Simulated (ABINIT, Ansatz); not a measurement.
# Dysprosium (P6_3/mmc): phonons by linear response, part 2 of 3

How does Dysprosium (P6_3/mmc) vibrate, and is this structure a minimum?

ABINIT 10.8.3; DFT PBE, scalar-relativistic, plane waves, PseudoDojo norm-conserving, 4f in core pseudopotentials.

So far. Step 3 (Relaxing the cell and atoms): The volume changes by +0.5 % in this run and stands +0.5 % from the first cell. Step 4 (Ground state): The cell stands at -1.7 GPa: the relaxation ran with a smoothed and higher cutoff, and the difference is a stress of the finite basis. The relaxed cell has a = 3.602, c = 5.638 Å (conventional setting).

### 5. Zone-centre response

At q = 0 one unit cell holds all displacements. The response is solved for single atoms along the cell's directions, and symmetry skips those that follow from others. The crystal is treated as a metal, which screens a static field, so no field response is asked.

dfpt_gamma.abi reads:

```

# common to the responses
getwfk_filepath "gso_WFK"
kptopt 2
nqpt 1
qpt 0.0 0.0 0.0
asr 0
chneut 0

# displacements
rfphon 1
rfatpol 1 2
rfdir 1 1 1
tolvrs 1.0d-10
prtwf 0
prtpot 1

# basis, mesh and filling
ecut 19.0
ngkpt 9 9 6
nshiftk 1
shiftk 0.0 0.0 0.0
istwfk *1
occopt 7
tsmear 0.01
nband 18
nstep 100
diemac 1000000.0
prtebands 0
prtgsr 0

# cell and atoms
acell 6.807202737 6.807202737 10.65514636
rprim 
    1.0 0.0 0.0
    -0.5 0.8660254038 0.0
    0.0 0.0 1.0
ntypat 1
znucl 66
natom 2
typat 1 1
xred 
    1/3 2/3 0.25
    2/3 1/3 0.75
pp_dirpath "./pseudo"
pseudos "Dy.upf"
```

The run is started by

```console
$ OMP_NUM_THREADS=1 mpirun -n 8 abinit dfpt_gamma.abi > dfpt_gamma.log
```

Numbers of over 12 decimals in the logs are rounded to 6 here.

dfpt_gamma.abo, the main output file:

```text
[banners, grids, parts of the stress and lines that vanish by symmetry left out]
- input  file    -> dfpt_gamma.abi
- output file    -> dfpt_gamma.abo
- root for input  files -> dfpt_gammai
- root for output files -> dfpt_gammao

 Symmetries : space group P6_3/m m c (#194); Bravais hP (primitive hexag.)
================================================================================
 Values of the parameters that define the memory need of the present run (RF).
     intxc =       0      iscf =       7    lmnmax =       7     lnmax =       7
     mgfft =      45  mpssoang =       4    mqgrid =    3001     natom =       2
  nloc_mem =       1    nspden =       1   nspinor =       1    nsppol =       1
      nsym =      24    n1xccc =    2501    ntypat =       1    occopt =       7
   xclevel =       2
-    mband =          18        mffmem =           1         mkmem =          31
-   mkqmem =          31        mk1mem =          31           mpw =        1725
      nfft =       40500          nkpt =         244
- my_mband =          18
================================================================================
================================================================================

--------------------------------------------------------------------------------
------------- Echo of variables that govern the present computation ------------
--------------------------------------------------------------------------------
-
- outvars: echo of selected default values
-   iomode0 =  0 , fftalg0 =312 , wfoptalg0 =  0
-
- outvars: echo of global parameters not present in the input file
-  max_nthreads =    1
-
 -outvars: echo values of preprocessed input variables
 [... echo left out ...]
================================================================================

 chkinp: Checking input parameters for consistency.

[...]
== DATASET  1 ==================================================================
-   mpi_nproc: 8, omp_nthreads: 1 (-1 if OMP is not activated)

--- !DatasetInfo
iteration_state: {dtset: 1, }
dimensions: {natom: 2, nkpt: 244, mband: 18, nsppol: 1, nspinor: 1, nspden: 1, mpw: 1725, }
cutoff_energies: {ecut:  19.0, pawecutdg:  -1.0, }
electrons: {nelect:   2.20000000E+01, charge:   0.00000000E+00, occopt:   7.00000000E+00, tsmear:   1.00000000E-02, }
meta: {optdriver: 1, rfphon: 1, }
...

 mkfilename: getwfk from: gso_WFK

 Real(R)+Recip(G) space primitive vectors, cartesian coordinates (Bohr,Bohr^-1):
 R(1)=  6.8072027  0.0000000  0.0000000  G(1)=  0.1469032  0.0848146  0.0000000
 R(2)= -3.4036014  5.8952105  0.0000000  G(2)=  0.0000000  0.1696292  0.0000000
 R(3)=  0.0000000  0.0000000 10.6551464  G(3)=  0.0000000  0.0000000  0.0938514
 Unit cell volume ucvol=  4.2758988E+02 bohr^3
 Angles (23,13,12)=  9.00000000E+01  9.00000000E+01  1.20000000E+02 degrees
 setup1 : take into account q-point for computing boxcut.

 getcut: wavevector=  0.0000  0.0000  0.0000  ngfft=  30  30  45
         ecut(hartree)=     19.000   => boxcut(ratio)=   2.10451

--- Pseudopotential description ------------------------------------------------
- pspini: atom type   1  psp file is ./pseudo/Dy.upf

   1.24310717E+03                                ecore*ucvol(ha*bohr**3)
--------------------------------------------------------------------------------

 ==>  initialize data related to q vector <==

 The list of irreducible perturbations for this q vector is:
    1)    idir= 1    ipert=   1
    2)    idir= 3    ipert=   1

[...]
The perturbation idir=   2  ipert=   1 is
 symmetric of a previously calculated perturbation.
 So, its SCF calculation is not needed.

 The perturbation idir=   1  ipert=   2 is
 symmetric of a previously calculated perturbation.
 So, its SCF calculation is not needed.

 The perturbation idir=   2  ipert=   2 is
 symmetric of a previously calculated perturbation.
 So, its SCF calculation is not needed.

 The perturbation idir=   3  ipert=   2 is
 symmetric of a previously calculated perturbation.
 So, its SCF calculation is not needed.

--------------------------------------------------------------------------------
 Perturbation wavevector (in red.coord.)   0.000000  0.000000  0.000000
 Perturbation : displacement of atom   1   along direction   1
 Found     2 symmetries that leave the perturbation invariant.

[...]
dfpt_looppert : total number of electrons, from k and k+q
  fully or partially occupied states are    2.200000E+01 and    2.200000E+01.
 Initialisation of the first-order wave-functions :
  ireadwf=   0

--- !BeginCycle
iteration_state: {dtset: 1, }
solver: {iscf: 7, nstep: 100, nline: 4, wfoptalg: 0, }
tolerances: {tolvrs: 1.00E-10, }
...

     iter   2DEtotal(Ha)        deltaE(Ha) residm    vres2
-ETOT  1  0.899887     -9.857E+02 9.986E-01 5.609E+01
 ETOT  2  0.573998     -3.259E-01 5.964E-02 5.163E+00
 ETOT  3  0.569716     -4.282E-03 4.698E-03 1.595E-01
 ETOT  4  0.569604     -1.125E-04 1.797E-03 2.017E-03
 ETOT  5  0.569603     -6.687E-07 1.142E-03 1.557E-04
[...]
At SCF step    9       vres2   =  8.47E-11 < tolvrs=  1.00E-10 =>converged.
[...]
Mean square residual over all n,k,spin=   56.529E-09; max=  14.704E-05

 Thirteen components of 2nd-order total energy (hartree) are
 1,2,3: 0th-order hamiltonian combined with 1st-order wavefunctions
     kin0=   6.71883191E+02 eigvalue=   1.34604195E+02  local=  -4.02979579E+02
 4,5,6: 1st-order hamiltonian combined with 1st and 0th-order wfs
 loc psp =  -1.38566873E+03  Hartree=   3.34201191E+02     xc=  -8.76981361E+01
 note that "loc psp" includes a xc core correction that could be resolved
 7,8,9: eventually, occupation + non-local contributions
    edocc=   1.42591011E+02     enl0=   1.93462635E+02   enl1=  -5.86460289E+02
 1-9 gives the relaxation energy (to be shifted if some occ is /=2.0)
   erelax=  -9.86064513E+02
 10,11,12 Non-relaxation  contributions : frozen-wavefunctions and Ewald
 fr.local=   6.65286008E+02 fr.nonlo=   2.93146783E+02  Ewald=   9.14789294E+00
 13,14 Frozen wf xc core corrections (1) and (2)
 frxc 1  =  -1.41672553E+02  frxc 2 =   1.60725985E+02
 Resulting in :
 2DEtotal=    0.5696030228E+00 Ha. Also 2DEtotal=    0.154996878604E+02 eV
    (2DErelax=   -9.8606451301E+02 Ha. 2DEnonrelax=    9.8663411603E+02 Ha)
    (  non-var. 2DEtotal :    5.6960500493E-01 Ha)

[...]
Perturbation wavevector (in red.coord.)   0.000000  0.000000  0.000000
 Perturbation : displacement of atom   1   along direction   3
 Found     6 symmetries that leave the perturbation invariant.

--------------------------------------------------------------------------------

--------------------------------------------------------------------------------

 dfpt_looppert : total number of electrons, from k and k+q
  fully or partially occupied states are    2.200000E+01 and    2.200000E+01.
 Initialisation of the first-order wave-functions :
  ireadwf=   0

--- !BeginCycle
iteration_state: {dtset: 1, }
solver: {iscf: 7, nstep: 100, nline: 4, wfoptalg: 0, }
tolerances: {tolvrs: 1.00E-10, }
...

     iter   2DEtotal(Ha)        deltaE(Ha) residm    vres2
-ETOT  1   21.038729195672     -2.705E+03 2.080E+00 6.021E+04
[...]
ETOT 10   4.014002     -1.091E-11 3.706E-08 1.074E-10
 ETOT 11   4.014002     -8.731E-11 1.378E-08 1.006E-11

 At SCF step   11       vres2   =  1.01E-11 < tolvrs=  1.00E-10 =>converged.
[...]
Mean square residual over all n,k,spin=   26.246E-12; max=  13.778E-09

 Thirteen components of 2nd-order total energy (hartree) are
 1,2,3: 0th-order hamiltonian combined with 1st-order wavefunctions
     kin0=   1.66640696E+03 eigvalue=   3.27611463E+02  local=  -9.97720077E+02
 4,5,6: 1st-order hamiltonian combined with 1st and 0th-order wfs
 loc psp =  -4.02423251E+03  Hartree=   1.13666090E+03     xc=  -2.17669103E+02
 note that "loc psp" includes a xc core correction that could be resolved
 7,8,9: eventually, occupation + non-local contributions
    edocc=   3.37342141E+02     enl0=   4.69428177E+02   enl1=  -1.41988842E+03
 1-9 gives the relaxation energy (to be shifted if some occ is /=2.0)
   erelax=  -2.72206047E+03
 10,11,12 Non-relaxation  contributions : frozen-wavefunctions and Ewald
 fr.local=   1.60860251E+03 fr.nonlo=   7.11797783E+02  Ewald=   3.58899674E+02
 13,14 Frozen wf xc core corrections (1) and (2)
 frxc 1  =  -3.47292186E+02  frxc 2 =   3.94066682E+02
 Resulting in :
 2DEtotal=    0.4014002332E+01 Ha. Also 2DEtotal=    0.109226567841E+03 eV
    (2DErelax=   -2.7220604652E+03 Ha. 2DEnonrelax=    2.7260744675E+03 Ha)
    (  non-var. 2DEtotal :    4.0140037285E+00 Ha)

[...]
---- first-order wavefunction calculations are completed ----

 ==> Compute Derivative Database <==

 [... matrices left out ...]
  Phonon wavevector (reduced coordinates) :  0.00000  0.00000  0.00000
 Phonon energies in Hartree :
  -1.593365E-05 -7.319030E-06 -7.319030E-06  2.882096E-04  2.882096E-04
   4.888420E-04
 Phonon frequencies in cm-1    :
- -3.497032E+00 -1.606341E+00 -1.606341E+00  6.325469E+01  6.325469E+01
-  1.072884E+02

== END DATASET(S) ==============================================================
================================================================================

 -outvars: echo values of variables after computation
            acell      6.8072027370E+00  6.8072027370E+00  1.0655146360E+01 Bohr
           etotal      4.0140023317E+00
            fcart      0.0000000000E+00  0.0000000000E+00  0.0000000000E+00
           strten      0.0000000000E+00  0.0000000000E+00  0.0000000000E+00
================================================================================
```

Wall time 29 s (8 MPI ranks of Arm Neoverse V2, shared host); 3.9 min of CPU time.

Read from the output:

| Property | Result |
| --- | --- |
| largest acoustic frequency at the zone centre before the sum rule | -3.5 cm⁻¹ |
| highest optical zone-centre mode (no LO-TO term) | 107.3 cm⁻¹ |
| lowest optical zone-centre mode | 63.25 cm⁻¹ |

The acoustic modes at Γ come out as far as 3.5 cm⁻¹ from zero, where they should vanish, a small numerical error.

### 6. Phonons on a q mesh

Linear response treats each wavevector of the 3×3×2 mesh in the unit cell; the first-order potentials are kept for the electron-phonon matrix elements.

dfpt_q.abi reads:

```
ndtset 5

# wavevectors
qpt1 0.3333333333 0.0 0.0
qpt2 0.3333333333 0.3333333333 0.0
qpt3 0.0 0.0 0.5
qpt4 0.3333333333 0.0 0.5
qpt5 0.3333333333 0.3333333333 0.5

# displacements
getwfk_filepath "gso_WFK"
getwfq_filepath "gso_WFK"
kptopt 3
nqpt 1
rfphon 1
rfatpol 1 2
rfdir 1 1 1
tolvrs 1.0d-10
prtwf 0
prtpot 1

# basis, mesh and filling
ecut 19.0
ngkpt 9 9 6
nshiftk 1
shiftk 0.0 0.0 0.0
istwfk *1
occopt 7
tsmear 0.01
nband 18
nstep 100
diemac 1000000.0
prtebands 0
prtgsr 0

# cell and atoms
acell 6.807202737 6.807202737 10.65514636
rprim 
    1.0 0.0 0.0
    -0.5 0.8660254038 0.0
    0.0 0.0 1.0
ntypat 1
znucl 66
natom 2
typat 1 1
xred 
    1/3 2/3 0.25
    2/3 1/3 0.75
pp_dirpath "./pseudo"
pseudos "Dy.upf"
```

The run is started by

```console
$ OMP_NUM_THREADS=1 mpirun -n 8 abinit dfpt_q.abi > dfpt_q.log
```

dfpt_q.abo, the main output file:

```text
[banners, grids, parts of the stress and lines that vanish by symmetry left out]
- input  file    -> dfpt_q.abi
- output file    -> dfpt_q.abo
- root for input  files -> dfpt_qi
[...]
DATASET    1 : space group P6_3/m m c (#194); Bravais hP (primitive hexag.)
[...]
nfft =       40500          nkpt =         486
[...]
DATASET    2 : space group P6_3/m m c (#194); Bravais hP (primitive hexag.)
[...]
nfft =       40500          nkpt =         486
[...]
DATASET    3 : space group P6_3/m m c (#194); Bravais hP (primitive hexag.)
[...]
nfft =       40500          nkpt =         486
[...]
DATASET    4 : space group P6_3/m m c (#194); Bravais hP (primitive hexag.)
[...]
nfft =       40500          nkpt =         486
[...]
DATASET    5 : space group P6_3/m m c (#194); Bravais hP (primitive hexag.)
[...]
nfft =       40500          nkpt =         486
[...]
== DATASET  1 ==================================================================
[...]
cutoff_energies: {ecut:  19.0, pawecutdg:  -1.0, }
[...]
Perturbation : displacement of atom   1   along direction   1
[...]
-ETOT  1   26.063625023638     -1.116E+03 1.231E+00 2.177E+05
 ETOT  2   40.688382038742      1.462E+01 1.510E+00 3.567E+05
 ETOT  3   2.126702     -3.856E+01 2.621E-01 8.187E+02
 ETOT  4   2.023552     -1.032E-01 3.409E-02 7.513E+00
 ETOT  5   2.020982     -2.570E-03 2.787E-02 4.208E-01
[...]
At SCF step   13       vres2   =  3.55E-12 < tolvrs=  1.00E-10 =>converged.
[...]
Perturbation : displacement of atom   1   along direction   2
[...]
-ETOT  1   1.775221     -1.004E+03 1.667E+00 4.899E+01
[...]
At SCF step   10       vres2   =  2.82E-11 < tolvrs=  1.00E-10 =>converged.
[...]
Perturbation : displacement of atom   1   along direction   3
[...]
-ETOT  1   8.939222     -2.584E+03 2.114E+00 9.270E+03
[...]
At SCF step   13       vres2   =  1.36E-12 < tolvrs=  1.00E-10 =>converged.
[...]
Phonon wavevector (reduced coordinates) :  0.33333  0.00000  0.00000
 Phonon energies in Hartree :
[...]
Phonon frequencies in cm-1    :
-  4.945553E+01  5.269125E+01  8.389902E+01  8.756086E+01  9.220522E+01
-  1.046359E+02
[...]
== DATASET  2 ==================================================================
[...]
cutoff_energies: {ecut:  19.0, pawecutdg:  -1.0, }
[...]
Perturbation : displacement of atom   1   along direction   1
[...]
-ETOT  1   6.779390     -1.101E+03 9.836E-01 1.418E+04
[...]
At SCF step   11       vres2   =  1.26E-11 < tolvrs=  1.00E-10 =>converged.
[...]
Perturbation : displacement of atom   1   along direction   3
[...]
-ETOT  1   5.976868     -2.531E+03 1.376E+01 1.349E+03
[...]
Phonon wavevector (reduced coordinates) :  0.33333  0.33333  0.00000
 Phonon energies in Hartree :
[...]
Phonon frequencies in cm-1    :
-  7.793598E+01  7.793598E+01  7.951924E+01  7.951924E+01  9.365145E+01
-  1.010988E+02
[...]
== DATASET  3 ==================================================================
[...]
cutoff_energies: {ecut:  19.0, pawecutdg:  -1.0, }
[...]
Perturbation : displacement of atom   1   along direction   1
[...]
-ETOT  1  0.955065     -9.855E+02 1.067E+00 6.640E+01
[...]
Perturbation : displacement of atom   1   along direction   3
[...]
-ETOT  1   290.16275604976     -2.840E+03 2.124E+00 3.892E+06
[...]
Phonon wavevector (reduced coordinates) :  0.00000  0.00000  0.50000
 Phonon energies in Hartree :
[...]
Phonon frequencies in cm-1    :
-  4.635891E+01  4.635891E+01  4.635891E+01  4.635891E+01  8.084075E+01
-  8.084075E+01
[...]
== DATASET  4 ==================================================================
[...]
cutoff_energies: {ecut:  19.0, pawecutdg:  -1.0, }
[...]
Perturbation : displacement of atom   1   along direction   1
[...]
-ETOT  1   17.363037467401     -1.102E+03 1.043E+00 8.403E+04
[...]
Perturbation : displacement of atom   1   along direction   2
[...]
-ETOT  1   1.676555     -1.004E+03 1.121E+00 4.563E+01
[...]
Perturbation : displacement of atom   1   along direction   3
[...]
-ETOT  1   49.908836056341     -2.616E+03 3.410E+00 2.473E+05
[...]
Phonon wavevector (reduced coordinates) :  0.33333  0.00000  0.50000
 Phonon energies in Hartree :
[...]
Phonon frequencies in cm-1    :
-  6.447469E+01  6.447481E+01  6.874948E+01  6.874948E+01  9.919942E+01
-  9.919951E+01
[...]
== DATASET  5 ==================================================================
[...]
cutoff_energies: {ecut:  19.0, pawecutdg:  -1.0, }
[...]
Perturbation : displacement of atom   1   along direction   1
[...]
-ETOT  1   4.911884     -1.098E+03 1.394E+00 6.776E+03
[...]
At SCF step   10       vres2   =  6.40E-11 < tolvrs=  1.00E-10 =>converged.
[...]
Perturbation : displacement of atom   1   along direction   3
[...]
-ETOT  1   10.637837129885     -2.549E+03 4.594E+00 1.413E+04
[...]
ETOT  9   4.433460     -2.769E-10 4.403E+00 4.628E-09
 ETOT 10   4.433460     -2.001E-11 1.332E+00 7.338E-11
 At SCF step   10       vres2   =  7.34E-11 < tolvrs=  1.00E-10 =>converged.
[...]
Phonon wavevector (reduced coordinates) :  0.33333  0.33333  0.50000
 Phonon energies in Hartree :
[...]
Phonon frequencies in cm-1    :
-  4.787609E+01  4.787609E+01  9.554191E+01  9.554191E+01  1.002743E+02
-  1.002743E+02
[...]
strten3     0.0000000000E+00  0.0000000000E+00  0.0000000000E+00
           
================================================================================
```

It took 11 min on 8 MPI ranks; 86 min of CPU time.

This step gave:

```
lowest mode on the q mesh (acoustic ones at the zone centre apart) : 46.36 cm⁻¹
```

Frequencies (cm⁻¹) before the sum rule at the irreducible wavevectors but Γ, which is solved apart; negative means imaginary. Frequencies by wavevector:

```tsv
q (fractions)	star	mode 1	mode 2	mode 3	mode 4	mode 5	mode 6
0.3333 0 0	6	49.46	52.69	83.9	87.56	92.21	104.6
0.3333 0.3333 0	2	77.94	77.94	79.52	79.52	93.65	101.1
0 0 0.5	1	46.36	46.36	46.36	46.36	80.84	80.84
0.3333 0 0.5	6	64.47	64.47	68.75	68.75	99.2	99.2
0.3333 0.3333 0.5	2	47.88	47.88	95.54	95.54	100.3	100.3
```

(Continued in part 3 of 3.)

[Host names and launcher messages were left out of these logs when they were recorded.]

[Logs are printed without paths, hosts, clocks, repeated set-up lines and the standing remarks that a program may print on its own settings, such as how far it seeks lower states.]

[Hosts, paths, dates, database ids (printed as entryN), source tags and the programs' standing remarks are cut or masked in the printed files.]
